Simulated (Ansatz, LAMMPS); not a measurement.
**Convergence of a linear-scaling basis for amorphous Hg30S21Se9 (60 atoms)**

Aim: test how closely localised support functions follow the reference on amorphous Hg30S21Se9 (60 atoms), and at what cost. A setting counts as converged where the r.m.s. difference of forces stays under 1 % of the r.m.s. force.

Calculated with Ansatz 0.2.0; Kohn-Sham DFT, PBE, PAW (set soft_2, large core), plane waves.

## 1. Starting point

The cell holds 60 atoms: 30 Hg, 21 S and 9 Se. Cell: a = 11.895 Å, b = 11.895 Å, c = 11.895 Å, α = 90.0°, β = 90.0°, γ = 90.0°. 60 atoms (30 Hg, 21 S, 9 Se) placed at random at 7.3 g/cm³, melted at 2500 K for 10 ps at fixed volume with the Stillinger-Weber II-VI potential (Zhou et al., Phys. Rev. B 88, 085309 (2013)). Quenched from 2500 K to 300 K at 3 K/ps and fixed volume, held 5 ps, then minimised at fixed cell.

Limits known from the start: The quench rate of 3 K/ps far exceeds what a furnace or splat quench reaches, so expect more defects and frozen-in strain than in a real sample. The starting topology of bonds comes from the classical model, and needn't be the one that DFT or experiment would give. The Brillouin zone is sampled at Γ only, in a cell whose shortest periodic width is 12 Å. No spin–orbit coupling is included, so levels derived from the heavy atoms are approximate.

## 2. Making the structure

A classical potential makes the cell, at a small fraction of what the same run would cost in DFT.

This step: classical MD, Stillinger-Weber II-VI potential (Zhou et al., Phys. Rev. B 88, 085309 (2013)) (LAMMPS 22 Jul 2025 - Update 4).

in.lmp reads:

```
# melt-quench of Hg30S21Se9
units metal
atom_style atomic
boundary p p p
region box block 0 11.8949 0 11.8949 0 11.8949
create_box 3 box
mass 1 200.5920   # Hg
mass 2 32.0600   # S
mass 3 78.9710   # Se
create_atoms 1 random 30 323401 NULL overlap 2.19 maxtry 2000
create_atoms 2 random 21 323408 NULL overlap 2.19 maxtry 2000
create_atoms 3 random 9 323415 NULL overlap 2.19 maxtry 2000
pair_style sw
pair_coeff * * CdTeZnSeHgS0.sw Hg S Se
neigh_modify delay 0 every 1 check yes
thermo_style custom step time temp pe press density
thermo_modify norm yes
timestep 0.001
thermo 100
min_style cg
minimize 1e-4 1e-4 200 2000
reset_timestep 0
velocity all create 2500 323402 mom yes dist gaussian
fix lim all nve/limit 0.05
fix lan all langevin 2500 2500 0.1 323403 zero yes
thermo 500
run 1000 post no
unfix lim
unfix lan
thermo 1666
fix md all nvt temp 2500 2500 0.1
run 10000 post no
unfix md
thermo 73333
fix md all nvt temp 2500 300 0.1
run 733333 post no
unfix md
thermo 2500
fix md all nvt temp 300 300 0.1
run 5000 post no
unfix md
thermo 100
min_style cg
minimize 0 1e-3 2000 20000
write_dump all custom glass.dump id type xs ys zs modify sort id
```

Run with:

```bash
$ lmp -in in.lmp -log none -nocite
```

Log:

```text
LAMMPS (22 Jul 2025 - Update 4)
Created orthogonal box = (0 0 0) to (11.8949 11.8949 11.8949)
Created 30 atoms
Created 21 atoms
Created 9 atoms
   Step          Time           Temp          PotEng         Press         Density
         0   0              0             -0.066697381    275002.4       7.3030053
        85   0.085          0             -1.5577504     -7706.2654      7.3030053
Loop time of 0.0155118 s on 1 MPI rank(s) for 85 steps with 60 atoms
Minimization stats:
  Stopping criterion = energy tolerance
  Energy initial, next-to-last, final =
    -0.0666973807727469  -1.55763314052916  -1.55775044199162
  Force two-norm initial, final = 59.023999 0.30854064
  Iterations, force evaluations = 85 135
   Step          Time           Temp          PotEng         Press         Density
         0   0              2500          -1.5577504      4393.9573      7.3030053
       500   0.5            2479.461      -1.2338964      24359.966      7.3030053
      1000   1              2609.7186     -1.2397679      18894.035      7.3030053
Loop time of 0.12137 s on 1 MPI rank(s) for 1000 steps with 60 atoms
   Step          Time           Temp          PotEng         Press         Density
      1000   1              2609.7186     -1.2397679      18894.035      7.3030053
      1666   1.666          2814.8792     -1.261122       26282.086      7.3030053
      3332   3.332          2210.1597     -1.297331       16424.534      7.3030053
      4998   4.998          2348.0552     -1.2047136      29540.381      7.3030053
      6664   6.664          2277.1036     -1.2227986      46943.735      7.3030053
      8330   8.33           2668.3534     -1.2446806      33331.93       7.3030053
      9996   9.996          2695.0717     -1.2713766      35888.106      7.3030053
[... 1 line left out ...]
Loop time of 1.14806 s on 1 MPI rank(s) for 10000 steps with 60 atoms
   Step          Time           Temp          PotEng         Press         Density
[... 12 lines left out ...]
Loop time of 77.4808 s on 1 MPI rank(s) for 733333 steps with 60 atoms
   Step          Time           Temp          PotEng         Press         Density
[... 2 lines left out ...]
    747500   747.5          298.88473     -1.670244      -17646.002      7.3030053
    749333   749.333        317.53828     -1.677919      -11544.347      7.3030053
Loop time of 0.431338 s on 1 MPI rank(s) for 5000 steps with 60 atoms
   Step          Time           Temp          PotEng         Press         Density
    749333   749.333        317.53828     -1.677919      -11544.346      7.3030053
    749398   749.398        317.53828     -1.7117095     -16191.119      7.3030053
Loop time of 0.0111298 s on 1 MPI rank(s) for 65 steps with 60 atoms
Minimization stats:
  Stopping criterion = force tolerance
  Energy initial, next-to-last, final =
      -1.6779190428036  -1.71170952445443  -1.71170952555982
  Force two-norm initial, final = 5.7417617 0.00096069281
  Iterations, force evaluations = 65 130
```

The job ended after 79 s (1 thread of Arm Neoverse V1, shared host; peak memory 0.069 GiB).

## 3. Plane-wave single point

The first run uses the default basis; a harder plane-wave run follows as the reference for the support functions.

input.yaml reads:

```yaml
crystal:
  lattice:
    - [11.8949, 0.0, 0.0]
    - [0.0, 11.8949, 0.0]
    - [0.0, 0.0, 11.8949]
  atoms:
    - { symbol: Hg, position: [0.72664, 0.67116, 0.55393] }
    - { symbol: Hg, position: [0.13668, 0.12254, 0.04441] }
    - { symbol: Hg, position: [0.41452, 0.25461, 0.79442] }
    - { symbol: Hg, position: [0.40128, 0.6347, 0.42211] }
    - { symbol: Hg, position: [0.58756, 0.01812, 0.7661] }
    - { symbol: Hg, position: [0.31576, 0.8293, 0.13317] }
    - { symbol: Hg, position: [0.5725, 0.6358, 0.07865] }
    - { symbol: Hg, position: [0.14029, 0.10705, 0.7592] }
    - { symbol: Hg, position: [0.14519, 0.51286, 0.6939] }
    - { symbol: Hg, position: [0.70838, 0.40248, 0.7567] }
    - { symbol: Hg, position: [0.68416, 0.43313, 0.40997] }
    - { symbol: Hg, position: [0.36209, 0.28606, 0.44345] }
    - { symbol: Hg, position: [0.73614, 0.74978, 0.29746] }
    - { symbol: Hg, position: [0.89137, 0.79824, 0.05164] }
    - { symbol: Hg, position: [0.88824, 0.1687, 0.58247] }
    - { symbol: Hg, position: [0.79018, 0.78907, 0.79351] }
    - { symbol: Hg, position: [0.06534, 0.66345, 0.27141] }
    - { symbol: Hg, position: [0.01069, 0.30186, 0.30371] }
    - { symbol: Hg, position: [0.26382, 0.464, 0.04511] }
    - { symbol: Hg, position: [0.92085, 0.4181, 0.02619] }
    - { symbol: Hg, position: [0.04896, 0.77817, 0.58339] }
    - { symbol: Hg, position: [0.17184, 0.0552, 0.42841] }
    - { symbol: Hg, position: [0.76965, 0.11441, 0.26549] }
    - { symbol: Hg, position: [0.49071, 0.95508, 0.41884] }
    - { symbol: Hg, position: [0.60121, 0.28166, 0.07746] }
    - { symbol: Hg, position: [0.50945, 0.58499, 0.78433] }
    - { symbol: Hg, position: [0.117, 0.76296, 0.91619] }
    - { symbol: Hg, position: [0.82067, 0.11302, 0.90553] }
    - { symbol: Hg, position: [0.58476, 0.92796, 0.08361] }
    - { symbol: Hg, position: [0.35542, 0.87793, 0.85826] }
    - { symbol: S, position: [0.98553, 0.67706, 0.76781] }
    - { symbol: S, position: [0.10281, 0.32665, 0.10576] }
    - { symbol: S, position: [0.37582, 0.10598, 0.32154] }
    - { symbol: S, position: [0.05088, 0.28478, 0.66787] }
    - { symbol: S, position: [0.5147, 0.69239, 0.59615] }
    - { symbol: S, position: [0.47969, 0.18013, 0.59753] }
    - { symbol: S, position: [0.96114, 0.10053, 0.3853] }
    - { symbol: S, position: [0.79951, 0.99716, 0.70803] }
    - { symbol: S, position: [0.47583, 0.44581, 0.35525] }
    - { symbol: S, position: [0.68259, 0.04248, 0.46019] }
    - { symbol: S, position: [0.18042, 0.9504, 0.6143] }
    - { symbol: S, position: [0.62879, 0.23132, 0.86448] }
    - { symbol: S, position: [0.85437, 0.84797, 0.49295] }
    - { symbol: S, position: [0.47115, 0.10936, 0.09308] }
    - { symbol: S, position: [0.78761, 0.9929, 0.08407] }
    - { symbol: S, position: [0.18802, 0.65966, 0.09406] }
    - { symbol: S, position: [0.7031, 0.29011, 0.57041] }
    - { symbol: S, position: [0.17624, 0.98172, 0.20356] }
    - { symbol: S, position: [0.42513, 0.92085, 0.6327] }
    - { symbol: S, position: [0.96463, 0.85986, 0.25945] }
    - { symbol: S, position: [0.91544, 0.44003, 0.8092] }
    - { symbol: Se, position: [0.46623, 0.44837, 0.14061] }
    - { symbol: Se, position: [0.79175, 0.60252, 0.12021] }
    - { symbol: Se, position: [0.17576, 0.62007, 0.46724] }
    - { symbol: Se, position: [0.78106, 0.34233, 0.22487] }
    - { symbol: Se, position: [0.14883, 0.35831, 0.47812] }
    - { symbol: Se, position: [0.32352, 0.461, 0.82608] }
    - { symbol: Se, position: [0.50123, 0.78065, 0.26829] }
    - { symbol: Se, position: [0.57047, 0.78865, 0.89468] }
    - { symbol: Se, position: [0.32758, 0.09303, 0.92665] }
kpoints:
  mp_grid: { grid: [1, 1, 1] }
hamiltonian:
  xc: pbe
  pseudopotentials: { kind: paw, core: large }
scf:
  occupations: { method: fermi_dirac, width: 0.05 }
output:
  forces: true
  stress: true
  populations: intrinsic
  dos:
    method: { smearing: { sigma: 0.1 } }
    de: 0.1
    projected: { site_lists: { Hg: [Hg], S: [S], Se: [Se] } }
  eigenvalues: true
  write_density: true
  write_potential: true
  volumetric_format: npy
  elf: true
```

Run with:

```bash
$ ansatz run input.yaml --threads 4 --pin off --max-ram 8192MiB --backend cpu --events-out ev --progress --plain --runs-dir out
```

Log:

```text
Engine: ansatz 0.2.0, aarch64-unknown-linux-gnu
Pseudopotentials: kind: paw
Pseudopotential: Hg, paw, valence charge 12, recommended cutoff 420 eV (normal), Hg.paw.azcp#standard-large-core
Pseudopotential: S, paw, valence charge 6, recommended cutoff 420 eV (normal), S.paw.azcp
Pseudopotential: Se, paw, valence charge 6, recommended cutoff 420 eV (normal), Se.paw.azcp#standard-large-core
[... 5 lines on functional and potentials left out ...]
Crystal: 60 atoms, lattice volume = 1682.993 Å³
Basis set: ecut = 420 eV, 32987 PW (Γ), exchange–correlation on 160×160×160 points (8 copies of the dense FFT grid, shifted against one another)
Bands: 330, of which v1, the nominal top of the filled ones, is band 270 counted from 1 (269 counted from 0)
Symmetry: 1 space group operations
Space group: P1 (ITA 1), of the structure as read, at distance tolerance 1.2e-4 Å
k-points: 1
[... 7 lines on functional and potentials left out ...]
Initial density: superposition of atomic densities (chi_scale 0.1, normalization cell, long waves kept (reshape's long-wave potential 0.38 eV rms))
Initial wavefunctions: pseudopotential atomic-orbital guess
Functional: x = pbe(κ = 0.804, μ = 0.219515), c = pbe(β = 0.066725)
SCF iter   1: F=—  HF=-372404.273124 eV  |F-HF|=—  |Δ(HF+E_count)|=         —  Δρ=2.13e-2  dr2=2.34e1  ethr=3.10e-3  ⟨swp⟩=8.0  Hψ=1502  notcnv=0  defer=24
preconditioner: auto → LDOS  [metal: Δε(μ)=0.040 eV  Ē_g=8.669 eV  σ=0.050 eV  W_gap=0.20  n_scr=340 (ndim 8)  ℏωp=21.0 eV  f_vac=0.060  D(μ)=28.21/eV (n_scr^D=146)  β→1.0]
SCF iter   2: F=—  HF=-372402.511001 eV  |F-HF|=—  |Δ(HF+E_count)|=    1.76e0  Δρ=1.26e-2  dr2=1.01e1  ethr=3.10e-3  ⟨swp⟩=4.0  Hψ=690  notcnv=0  defer=36
SCF iter   3: F=—  HF=-372401.338824 eV  |F-HF|=—  |Δ(HF+E_count)|=    1.17e0  Δρ=3.72e-3  dr2=7.16e-1  ethr=1.87e-3  ⟨swp⟩=4.0  Hψ=589  notcnv=0  defer=36
SCF iter   4: F=—  HF=-372401.223378 eV  |F-HF|=—  |Δ(HF+E_count)|=   1.15e-1  Δρ=1.16e-3  dr2=4.67e-2  ethr=1.33e-4  ⟨swp⟩=3.0  Hψ=650  notcnv=0  defer=33
SCF iter   5: F=—  HF=-372401.217594 eV  |F-HF|=—  |Δ(HF+E_count)|=   5.78e-3  Δρ=4.11e-4  dr2=7.45e-3  ethr=8.64e-6  ⟨swp⟩=2.0  Hψ=565  notcnv=0  defer=33
SCF iter   6: F=—  HF=-372401.217309 eV  |F-HF|=—  |Δ(HF+E_count)|=   2.85e-4  Δρ=1.79e-4  dr2=1.35e-3  ethr=1.38e-6  ⟨swp⟩=2.0  Hψ=506  notcnv=0  defer=33
SCF iter   7: F=—  HF=-372401.217242 eV  |F-HF|=—  |Δ(HF+E_count)|=   6.74e-5  Δρ=8.75e-5  dr2=3.55e-4  ethr=2.50e-7  ⟨swp⟩=2.0  Hψ=448  notcnv=0  defer=33
SCF iter   8: F=—  HF=-372401.217206 eV  |F-HF|=—  |Δ(HF+E_count)|=   3.55e-5  Δρ=4.81e-5  dr2=9.72e-5  ethr=6.57e-8  ⟨swp⟩=2.0  Hψ=537  notcnv=0  defer=33
SCF iter   9: F=—  HF=-372401.217215 eV  |F-HF|=—  |Δ(HF+E_count)|=   8.73e-6  Δρ=2.46e-5  dr2=2.51e-5  ethr=1.80e-8  ⟨swp⟩=2.0  Hψ=400  notcnv=0  defer=33
SCF iter  10: F=—  HF=-372401.217212 eV  |F-HF|=—  |Δ(HF+E_count)|=   2.89e-6  Δρ=1.10e-5  dr2=4.51e-6  ethr=4.66e-9  ⟨swp⟩=2.0  Hψ=549  notcnv=0  defer=33
SCF iter  11: F=—  HF=-372401.217212 eV  |F-HF|=—  |Δ(HF+E_count)|=   4.18e-7  Δρ=5.18e-6  dr2=1.02e-6  ethr=8.36e-10  ⟨swp⟩=2.0  Hψ=550  notcnv=0  defer=33
SCF iter  12: F=—  HF=-372401.217211 eV  |F-HF|=—  |Δ(HF+E_count)|=   1.13e-7  Δρ=2.54e-6  dr2=2.64e-7  ethr=1.89e-10  ⟨swp⟩=2.0  Hψ=508  notcnv=0  defer=33
SCF iter  13: F=-372401.217211 eV  HF=-372401.217211 eV  |F-HF|=2.81e-8  |Δ(HF+E_count)|=   9.14e-9  Δρ=9.64e-7  dr2=3.84e-8  ethr=1.85e-11  ⟨swp⟩=20.0  Hψ=3084  notcnv=0
SCF 1 converged in 13 iterations: F = -372401.217211 eV  dr2 = 3.84e-8
  greatest PAW one-centre occupation: 0.942 electrons in one spin orbital (limit 2), on the Hg atom at site 8 (counted from 0), in its partial waves of l = 2
SCF converged after 13 iterations
Free energy (F): -372401.217211 eV
Harris-Foulkes:  -372401.217211 eV  (|F-HF|=2.81e-8)
Internal energy: -372400.966479 eV  (E = F + TS)
E sigma→0 (E₀):  -372401.091845 eV
Entropy (-TS):   -0.250732 eV (-4.179 meV/atom)
Fermi energy:    6.121072 eV
--- Per-component energies (eV) ---
  E_band       = 67.658954
  E_kinetic    = 13636.093091
  E_local      = -31757.311881  (includes V_loc(G=0)·N_el)
  E_nonlocal   = 7968.575456
  E_hartree    = 11085.987951
  E_xc         = -12524.606815
  E_vxc        = -6820.603069  (∫ρ·V_xc dr)
  E_paw        = -327766.149948  (= ΣΔE_a)
  E_vpaw       = -5131.059439  (= ΣTr[D̂ρ^β])
  E_aug_tail   = -0.009003  (compensation charges beyond the density's cutoff)
  E_ewald      = -33043.545329
  E_smearing   = -0.250732  (= −TS)
  E_closure    = -0.000000  (closes the sum)
  Σ components = -372401.217211   (vs F -372401.217211, Δ=0.00e0)
--- Forces (eV/Å), atoms counted from 1 ---
  atom   1  Hg     0.01620108     0.33678427    -0.42918165
  atom   2  Hg    -0.07945428    -0.19056508     0.07506546
  atom   3  Hg    -0.07319606     0.01309698    -0.79869909
  atom   4  Hg    -0.37822813     0.05906858     0.29784805
  atom   5  Hg    -0.29375055    -0.16053250    -0.79513439
  atom   6  Hg     0.07359217     0.49852042     0.26015607
  atom   7  Hg     0.02274342    -0.15217226    -0.37255264
  atom   8  Hg     0.10266367    -0.08510612     0.33947525
  atom   9  Hg    -0.13883901    -0.03576538     0.08171913
  atom  10  Hg     0.24474367     0.42342312    -0.13433425
  atom  11  Hg     0.30930722     0.05012221     0.39579443
  atom  12  Hg     0.09670066    -0.40902295     0.32905027
  atom  13  Hg     0.66914173     0.14617524     0.47491016
  atom  14  Hg     0.23664044    -0.09566285     0.13893215
[...]
atom  59  Se     0.51761563    -0.04789538     0.16576548
  atom  60  Se     0.29505918     0.52288060     0.26299910
  max |Σ_I F_I| component: 1.50e-5 eV/Å
--- Stress (GPa, compression-positive) ---
       -0.485941      -0.152910       0.296645
       -0.152910       0.161819       0.009148
        0.296645       0.009148      -0.430257
  P = ⅓ Tr σ = -0.2515 GPa (-2.515 kbar)
--- Band table (eV) ---
  k-point 0: bands = ["-7.9841", "-7.6159", "-7.3975", "-7.2254", [... 314 levels ...], "10.5590", "10.7583", "10.7774", "10.9086", "10.9493", "10.9701", "11.0084", "11.0758", "11.0950", "11.1856", "11.2348", "11.2973"]
--- intrinsic populations: 60 sites ---
  site symbol       q [e]
     0     Hg     11.3256
     1     Hg     11.1280
     2     Hg     11.0272
[...]
59     Se      6.7333
  spilling = 0.000000 (of n_electrons = 540.000000)
```

The job ended after 29 s (4 threads of Arm Neoverse V1, shared host; peak memory 1.9 GiB; 1.8 min of CPU time).

The column dr2 measures how far the density is from self-consistency, as an energy; F and HF (Harris–Foulkes) agree once it is small.

The program notes that potentials were chosen by core size.

Read from the output:

```
free energy                             : -372401.2172 eV
free energy per atom                    : -6206.6870 eV/atom
SCF cycles                              : 13
pressure                                : -0.2515 GPa
r.m.s. force component                  : 0.3514 eV/Å
longest force                           : 1.012 eV/Å
Fermi energy                            : 6.121 eV
levels partly filled by over 2 per cent : 6
```

The r.m.s. force component of 0.35 eV/Å sets the scale for the differences below.

## 4. Plane waves at 750 eV (750 eV)

The grid of the support functions holds more waves than the default cutoff, so they are judged against a harder plane-wave run.

input.yaml, the sections that differ from step 3:

```yaml
output:
  forces: true
  eigenvalues: true
basis:
  ecutwfc: "750 eV"
# crystal, kpoints, hamiltonian, scf: as in step 3
```

Log:

```text
[...]
Crystal: 60 atoms, lattice volume = 1682.993 Å³
Basis set: ecut = 750 eV, 78517 PW (Γ), exchange–correlation on 216×216×216 points (8 copies of the dense FFT grid, shifted against one another)
Bands: 330, of which v1, the nominal top of the filled ones, is band 270 counted from 1 (269 counted from 0)
Symmetry: 1 space group operations
[...]
k-points: 1
[...]
SCF iter   1: F=—  HF=-372404.347258 eV  |F-HF|=—  |Δ(HF+E_count)|=         —  Δρ=2.12e-2  dr2=2.34e1  ethr=3.10e-3  ⟨swp⟩=8.0  Hψ=1584  notcnv=0  defer=28
[...]
SCF iter  12: F=—  HF=-372401.282202 eV  |F-HF|=—  |Δ(HF+E_count)|=   9.23e-8  Δρ=2.36e-6  dr2=2.28e-7  ethr=1.80e-10  ⟨swp⟩=2.0  Hψ=543  notcnv=0  defer=33
SCF iter  13: F=-372401.282202 eV  HF=-372401.282202 eV  |F-HF|=3.35e-8  |Δ(HF+E_count)|=   2.01e-8  Δρ=1.08e-6  dr2=4.61e-8  ethr=1.85e-11  ⟨swp⟩=16.0  Hψ=1833  notcnv=0
SCF 1 converged in 13 iterations: F = -372401.282202 eV  dr2 = 4.61e-8
[...]
SCF converged after 13 iterations
Free energy (F): -372401.282202 eV
[...]
Internal energy: -372401.031495 eV  (E = F + TS)
E sigma→0 (E₀):  -372401.156849 eV
Entropy (-TS):   -0.250707 eV (-4.178 meV/atom)
Fermi energy:    6.120972 eV
[...]
Σ components = -372401.282202   (vs F -372401.282202, Δ=0.00e0)
--- Forces (eV/Å), atoms counted from 1 ---
  atom   1  Hg     0.01585668     0.33711695    -0.42908462
  atom   2  Hg    -0.07873521    -0.19045695     0.07523713
  atom   3  Hg    -0.07326422     0.01299141    -0.79849079
  atom   4  Hg    -0.37808714     0.05891387     0.29804893
[...]
atom  60  Se     0.29486799     0.52285028     0.26288244
  max |Σ_I F_I| component: 1.98e-5 eV/Å
--- Band table (eV) ---
[...]
```

The job ended after 46 s (4 threads; peak memory 3.9 GiB).

Forces differ from the reference by 0.32 meV/Å r.m.s., 0.090 % of their size, well within a tolerance of 1 %; the energy by -1.1 meV/atom. It took roughly 1.6 times the reference's time (one timing each, with unlike analyses asked), in 13 cycles against 13.

(Continued in part 2 of 3.)

[Long decimals in the printed logs are rounded to 6 places.]

[Logs are printed without paths, hosts, clocks, repeated set-up lines and the standing remarks that a program may print on its own settings, such as how far it seeks lower states.]

[Hosts, paths, dates, database ids (printed as entryN), source tags and the programs' standing remarks are cut or masked in the printed files.]
